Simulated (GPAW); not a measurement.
# Optical response of WS2 (Tungstenite)

Wanted: where WS2 (Tungstenite) starts to absorb, how strongly, and its refractive index. The cell comes from an older database entry, whose edges can differ from later determinations, mostly by under a per cent.

Main program and level: GPAW 26.7.0; DFT, PBE, plane-wave PAW (GPAW data sets), scalar-relativistic, RPA, optical limit.

The database entry behind the starting cell differs from later determinations by our own check (an axis about 1.4 % long against later determinations), so it need not match the best structure at ambient conditions.

### 1. The starting structure

Symmetry: P6_3/mmc, No. 194, hexagonal system. The conventional cell has a = 3.180 Å, b = 3.180 Å, c = 12.500 Å, α = 90.00°, β = 90.00°, γ = 120.00°. Nearest to W lie 6 S at 2.41 Å. Nearest to S lie 3 W at 2.41 Å. Farther neighbours and most contacts between anions are not listed.

As a file:

```xyz
6
Lattice="3.1800 0.0000 0.0000 -1.5900 2.7540 0.0000 0.0000 0.0000 12.5000" Properties=species:S:1:pos:R:3 pbc="T T T"
W     1.5900    0.9180    9.3750
W     0.0000    1.8360    3.1250
S     1.5900    0.9180    4.6875
S     0.0000    1.8360   10.9375
S     1.5900    0.9180    1.5625
S     0.0000    1.8360    7.8125
```

### 2. Dielectric function, RPA

Local fields let the induced charge screen the field inside the cell, which as a rule lowers ε, most along directions where the density is uneven.

File df.py:

```python
from gpaw.response.df import DielectricFunction

df = DielectricFunction('full.gpw', frequencies={'type': 'nonlinear', 'domega0': 0.03, 'omega2': 8},
                        ecut=70,
                        eta=0.12,
                        nbands=84,
                        txt='df.txt')
for direction in ['x', 'z']:
    df.get_dielectric_function(xc='RPA', direction=direction, filename=f'df_{direction}.csv')
```

Started as:

```console
OMP_NUM_THREADS=1 python df.py
```

Numbers of over 12 decimals in the logs are rounded to 6 here.

Log:

```text
Using integrator: PointIntegrator
NonLinearFrequencyDescriptor(from 0.000 to 105.287 eV, 545 points)
Nonperiodic BCs:  [False False False]
Using integrator: PointIntegrator
NonLinearFrequencyDescriptor(from 0.000 to 105.287 eV, 545 points)
Nonperiodic BCs:  [False False False]

Calculating chi0 body with:
    Ground state adapter containing:
    Number of spins: 1
    Number of kpoints: 432
    Number of irreducible kpoints: 50
    Number of completely occupied states: 26
    Number of partially occupied states: 26

    Linear response parametrization:
    q_c: [0.0, 0.0, 0.0]
    Number of frequency points: 545
    Planewave cutoff: 70.0
    Number of bands: 84
    Number of planewaves: 149
    Broadening (eta): 0.12

Integrating chi0 body.

Symmetries of q_c:
    Direct symmetries (Uq -> q): 12
    Indirect symmetries (TUq -> q): 0
In total 12 allowed symmetries.

50 groups of equivalent kpoints. 88.425926% reduction.

Integral kind: spectral function

Calculating chi0 optical extensions with:
    Ground state adapter containing:
    Number of spins: 1
    Number of kpoints: 432
    Number of irreducible kpoints: 50
    Number of completely occupied states: 26
    Number of partially occupied states: 26

    Linear response parametrization:
    Number of frequency points: 545
    Planewave cutoff: 70.0
    Number of bands: 84
    Number of planewaves: 149
    Broadening (eta): 0.12
Integrating chi0 head and wings.

Symmetries of q_c:
    Direct symmetries (Uq -> q): 12
    Indirect symmetries (TUq -> q): 0
In total 12 allowed symmetries.

50 groups of equivalent kpoints. 88.425926% reduction.

Integral kind: spectral function wings
```

Wall time 1.8 min (1 thread of Arm Neoverse V1, shared host); peak memory 0.83 GiB.

This step gave:

```
electronic dielectric constant ε∞, mean over x, y and z (by symmetry where fewer were run) : 9.882
main peak of Im epsilon, first axis                                                        : 3.353 eV
```

Some rows of df_x.csv (energy; Re and Im without local fields; Re and Im with them):

```text
0.000000, 13.112563, 0.000000, 12.261102, 0.000000
0.429336, 13.299342, 0.108159, 12.426126, 0.095395
0.878195, 13.968213, 0.268029, 13.013689, 0.234214
1.347938, 15.602742, 0.683715, 14.428566, 0.584736
1.840057, 17.086943, 4.346779, 15.749589, 3.689275
2.356191, 22.617436, 11.216653, 20.681260, 8.139368
2.898142, 13.381913, 16.718958, 15.459566, 14.184505
3.467895, 6.125727, 14.381739, 7.616622, 16.257334
4.067647, 6.094866, 11.232563, 4.254693, 12.553081
4.699832, 2.468768, 14.067019, 1.659764, 13.152680
5.367152, -0.361427, 9.833762, -0.977056, 8.992645
6.072622, -0.510546, 9.736697, -0.366829, 8.633682
6.819608, -2.013524, 7.315245, -1.455138, 6.586224
7.611886, -2.082052, 5.385192, -2.088055, 5.365364
8.453705, -0.536050, 4.145161, -0.617161, 3.961123
9.349861, -0.143094, 4.438363, -0.380027, 4.168150
10.305790, -0.507240, 3.864982, -0.708009, 3.195456
11.327680, -1.412777, 4.375244, -1.038468, 3.662578
12.422601, -1.436330, 2.792834, -1.095468, 2.323216
13.598673, -1.579251, 2.215571, -1.189371, 1.909976
```

Values under the direct gap are tails of Lorentzian lines. The Im ε by photon energy; read off at these points:

| photon energy (eV) | E ∥ x | E ∥ z |
| --- | --- | --- |
| 0.00 | 0 | 0 |
| 0.50 | 0.113 | 0.0179 |
| 1.00 | 0.290 | 0.0412 |
| 1.50 | 0.926 | 0.0815 |
| 2.00 | 2.72 | 0.193 |
| 2.50 | 11.4 | 1.23 |
| 3.00 | 15.4 | 2.98 |
| 3.34 | 16.5 | 2.94 |
| 3.50 | 16.1 | 2.56 |
| 4.00 | 12.5 | 2.27 |
| 4.50 | 12.1 | 2.11 |
| 4.65 | 13.3 | 1.85 |
| 5.00 | 11.5 | 2.03 |
| 5.50 | 7.96 | 1.96 |
| 6.00 | 8.81 | 2.14 |
| 6.50 | 7.43 | 2.33 |
| 7.00 | 6.28 | 2.46 |
| 7.50 | 5.81 | 2.91 |
| 8.00 | 3.95 | 3.19 |
| 8.50 | 4.04 | 3.54 |
| 9.00 | 3.41 | 4.56 |
| 9.50 | 3.91 | 5.15 |
| 10.00 | 3.41 | 6.22 |
| 10.50 | 3.10 | 5.18 |
| 11.00 | 3.41 | 5.78 |
| 11.50 | 3.19 | 7.79 |
| 12.00 | 2.87 | 6.41 |
| 12.50 | 2.33 | 4.06 |
| 13.00 | 2.17 | 2.92 |
| 13.50 | 2.09 | 2.27 |

Table of Re ε by photon energy:

| photon energy (eV) | E ∥ x | E ∥ z |
| --- | --- | --- |
| 0.0 | 12.3 | 5.12 |
| 0.5 | 12.5 | 5.16 |
| 1.0 | 13.3 | 5.28 |
| 1.5 | 15.3 | 5.52 |
| 2.0 | 15.9 | 6.03 |
| 2.5 | 18.0 | 7.31 |
| 3.0 | 13.6 | 5.65 |
| 3.5 | 7.13 | 4.44 |
| 4.0 | 3.98 | 4.22 |
| 4.5 | 4.05 | 4.15 |
| 5.0 | 0.236 | 4.38 |
| 5.5 | -0.276 | 4.28 |
| 6.0 | -0.0668 | 4.49 |
| 6.5 | -1.37 | 4.55 |
| 7.0 | -1.23 | 4.51 |
| 7.5 | -1.79 | 4.72 |
| 8.0 | -1.25 | 4.74 |
| 8.5 | -0.556 | 4.80 |
| 9.0 | -0.576 | 4.74 |
| 9.5 | -0.736 | 4.47 |
| 10.0 | -0.572 | 2.94 |
| 10.5 | -0.508 | 2.29 |
| 11.0 | -0.310 | 2.17 |
| 11.5 | -1.14 | 1.67 |
| 12.0 | -1.38 | -1.64 |
| 12.5 | -1.03 | -2.00 |
| 13.0 | -1.00 | -1.64 |
| 13.5 | -1.15 | -1.15 |

Values under the direct gap are tails of Lorentzian lines. Table of loss function −Im 1/ε at q → 0 by energy loss; read off at these points:

| energy loss (eV) | E ∥ x | E ∥ z |
| --- | --- | --- |
| 0.00 | 0 | 0 |
| 0.50 | 7.3e-4 | 6.7e-4 |
| 1.00 | 0.00164 | 0.00148 |
| 1.50 | 0.00396 | 0.00267 |
| 2.00 | 0.0105 | 0.00531 |
| 2.50 | 0.0252 | 0.0223 |
| 3.00 | 0.0364 | 0.0731 |
| 3.50 | 0.0519 | 0.0975 |
| 4.00 | 0.0724 | 0.0986 |
| 4.50 | 0.0744 | 0.0973 |
| 5.00 | 0.0871 | 0.0871 |
| 5.50 | 0.125 | 0.0887 |
| 6.00 | 0.113 | 0.0866 |
| 6.50 | 0.130 | 0.0893 |
| 7.00 | 0.153 | 0.0931 |
| 7.50 | 0.157 | 0.0946 |
| 8.00 | 0.230 | 0.0977 |
| 8.50 | 0.243 | 0.0996 |
| 9.00 | 0.285 | 0.105 |
| 9.09 | 0.289 | 0.110 |
| 9.50 | 0.247 | 0.111 |
| 10.00 | 0.286 | 0.131 |
| 10.50 | 0.315 | 0.161 |
| 10.59 | 0.317 | 0.161 |
| 11.00 | 0.291 | 0.152 |
| 11.50 | 0.278 | 0.122 |
| 12.00 | 0.283 | 0.146 |
| 12.50 | 0.359 | 0.198 |
| 13.00 | 0.380 | 0.260 |
| 13.50 | 0.368 | 0.350 |

The reflectivity at normal incidence has structure finer than the step of the table below, so its rows give means over 0.25 eV, whole bins alone (the curve runs from 0 to 14.0 eV). Peaks (eV: height): E ∥ x 3.343: 45.3, 4.700: 44.6, 6.441: 41.8, 7.670: 43.1, 11.403: 35.1, 12.023: 37.7, 13.599: 38.1; E ∥ z 2.624: 22.4, 12.181: 44.0.

Reflectivity at normal incidence against photon energy; means over each step:

| photon energy (eV) | E ∥ x (%) | E ∥ z (%) |
| --- | --- | --- |
| 0.25 | 31.0 | 15.0 |
| 0.50 | 31.2 | 15.1 |
| 0.75 | 31.7 | 15.3 |
| 1.00 | 32.4 | 15.5 |
| 1.25 | 33.5 | 15.8 |
| 1.50 | 35.2 | 16.2 |
| 1.75 | 36.7 | 16.9 |
| 2.00 | 36.6 | 17.8 |
| 2.25 | 41.0 | 19.3 |
| 2.50 | 42.9 | 21.5 |
| 2.75 | 42.6 | 21.9 |
| 3.00 | 44.3 | 20.3 |
| 3.25 | 44.4 | 19.0 |
| 3.50 | 45.0 | 16.6 |
| 3.75 | 43.8 | 15.6 |
| 4.00 | 42.0 | 15.4 |
| 4.25 | 41.3 | 15.0 |
| 4.50 | 41.0 | 14.7 |
| 4.75 | 44.0 | 14.4 |
| 5.00 | 43.8 | 15.1 |
| 5.25 | 43.3 | 14.7 |
| 5.50 | 39.5 | 14.8 |
| 5.75 | 37.8 | 15.5 |
| 6.00 | 39.9 | 15.7 |
| 6.25 | 41.0 | 15.9 |
| 6.50 | 41.5 | 16.4 |
| 6.75 | 40.6 | 16.8 |
| 7.00 | 39.6 | 16.7 |
| 7.25 | 39.2 | 17.3 |
| 7.50 | 41.4 | 18.1 |
| 7.75 | 41.8 | 18.4 |
| 8.00 | 36.6 | 19.1 |
| 8.25 | 33.2 | 19.9 |
| 8.50 | 31.9 | 20.1 |
| 8.75 | 34.1 | 21.3 |
| 9.00 | 30.0 | 22.7 |
| 9.25 | 28.6 | 23.4 |
| 9.50 | 32.1 | 24.6 |
| 9.75 | 32.3 | 26.5 |
| 10.00 | 30.5 | 27.9 |
| 10.25 | 31.0 | 27.2 |
| 10.50 | 28.6 | 25.1 |
| 10.75 | 27.8 | 25.6 |
| 11.00 | 28.1 | 27.4 |
| 11.25 | 32.0 | 28.2 |
| 11.50 | 34.6 | 34.3 |
| 11.75 | 33.7 | 39.6 |
| 12.00 | 37.2 | 41.5 |
| 12.25 | 36.8 | 43.1 |
| 12.50 | 34.6 | 41.9 |
| 12.75 | 34.0 | 41.0 |
| 13.00 | 33.9 | 40.0 |
| 13.25 | 33.0 | 37.8 |
| 13.50 | 36.4 | 36.0 |
| 13.75 | 36.4 | 31.2 |

The Im ε, E ∥ x has structure finer than the step of the table below, so its rows give means over 0.5 eV, whole bins alone (the curve runs from 0 to 14.0 eV). Peaks (eV: height): without local fields 2.98: 17.1, 4.65: 14.4; with local fields 3.34: 16.6, 4.65: 13.3.

Values under the direct gap are tails of Lorentzian lines. Table of Im ε, E ∥ x by photon energy; means over each step:

| photon energy (eV) | without local fields | with local fields |
| --- | --- | --- |
| 0.5 | 0.131 | 0.115 |
| 1.0 | 0.348 | 0.302 |
| 1.5 | 1.45 | 1.22 |
| 2.0 | 4.00 | 3.24 |
| 2.5 | 12.9 | 10.0 |
| 3.0 | 16.0 | 14.5 |
| 3.5 | 14.0 | 15.7 |
| 4.0 | 11.6 | 13.1 |
| 4.5 | 12.9 | 12.3 |
| 5.0 | 12.0 | 11.2 |
| 5.5 | 9.52 | 8.55 |
| 6.0 | 9.69 | 8.50 |
| 6.5 | 8.28 | 7.44 |
| 7.0 | 6.70 | 6.27 |
| 7.5 | 5.68 | 5.59 |
| 8.0 | 4.28 | 4.07 |
| 8.5 | 4.26 | 4.06 |
| 9.0 | 3.77 | 3.59 |
| 9.5 | 4.21 | 3.91 |
| 10.0 | 4.04 | 3.43 |
| 10.5 | 3.91 | 3.16 |
| 11.0 | 4.30 | 3.45 |
| 11.5 | 3.97 | 3.30 |
| 12.0 | 3.34 | 2.86 |
| 12.5 | 2.81 | 2.34 |
| 13.0 | 2.58 | 2.18 |
| 13.5 | 2.38 | 2.02 |

At chosen wavelengths:

| wavelength (nm) | n x | k x | R (%) x | 1/α x | n z | k z | R (%) z | 1/α z |
| --- | --- | --- | --- | --- | --- | --- | --- | --- |
| 1064 | 3.71 | 0.053 | 33.1 | 1.6 µm | 2.31 | 0.011 | 15.7 | 7.6 µm |
| 800 | 3.95 | 0.143 | 35.6 | 446 nm | 2.36 | 0.019 | 16.3 | 3.4 µm |
| 633 | 3.95 | 0.379 | 35.9 | 133 nm | 2.44 | 0.036 | 17.6 | 1.4 µm |
| 532 | 4.62 | 0.785 | 42.6 | 54 nm | 2.61 | 0.107 | 19.9 | 395 nm |
| 405 | 4.00 | 1.935 | 44.4 | 17 nm | 2.43 | 0.630 | 20.1 | 51 nm |
| 365 | 3.69 | 2.227 | 45.3 | 13 nm | 2.18 | 0.618 | 16.9 | 47 nm |
| 308 | 2.94 | 2.122 | 41.3 | 12 nm | 2.11 | 0.525 | 15.2 | 47 nm |

Below the direct gap, k and the depth come from the tails of the Lorentzian lines, not from transitions.

Rows near the edge hang on the gap, which this functional as a rule makes too small, and phonon-assisted absorption is left out.

### 3. Summary of results

| Item | Value |
| --- | --- |
| electronic dielectric constant ε∞, mean over x, y and z (by symmetry where fewer were run) (RPA) | 9.88 |
| main peak of Im epsilon, first axis | 3.35 eV |

**Reading.** At this level (PBE, RPA) WS2 has a mean ε∞ = 9.88 and n = 3.59 at 1550 nm (E ∥ x), and Im ε peaks at 3.4 eV (E ∥ x). Local fields change the static value along x from 13.11 to 12.26 (-6 %). Distinct maxima of Im ε, read by a parabola through the highest points, lie at 3.04 eV (16), 3.35 eV (17), 4.65 eV (13) and 5.97 eV (8.9) for E ∥ x. The static values by axis are 12.26 (x), 5.12 (z). Excitons and phonon-assisted transitions are missing; PBE gaps are as a rule too small, which pulls the onset down and ε∞ up. Spin-orbit coupling is left out although heavy atoms are present. The sum runs over mesh points, so small or evenly spaced maxima can still be ripples of the mesh. In this version of GPAW the matrix elements of the optical limit are incomplete, which can lower ε − 1 by up to a tenth where first-row anions or d states rule, and shift it by more in d metals.

[Machine, clock and banner lines and Python warnings are left out of the logs.]

[Logs are printed without paths, hosts, clocks, repeated set-up lines and the standing remarks that a program may print on its own settings, such as how far it seeks lower states.]

[Hosts, paths, dates, database ids (printed as entryN), source tags and the programs' standing remarks are cut or masked in the printed files.]
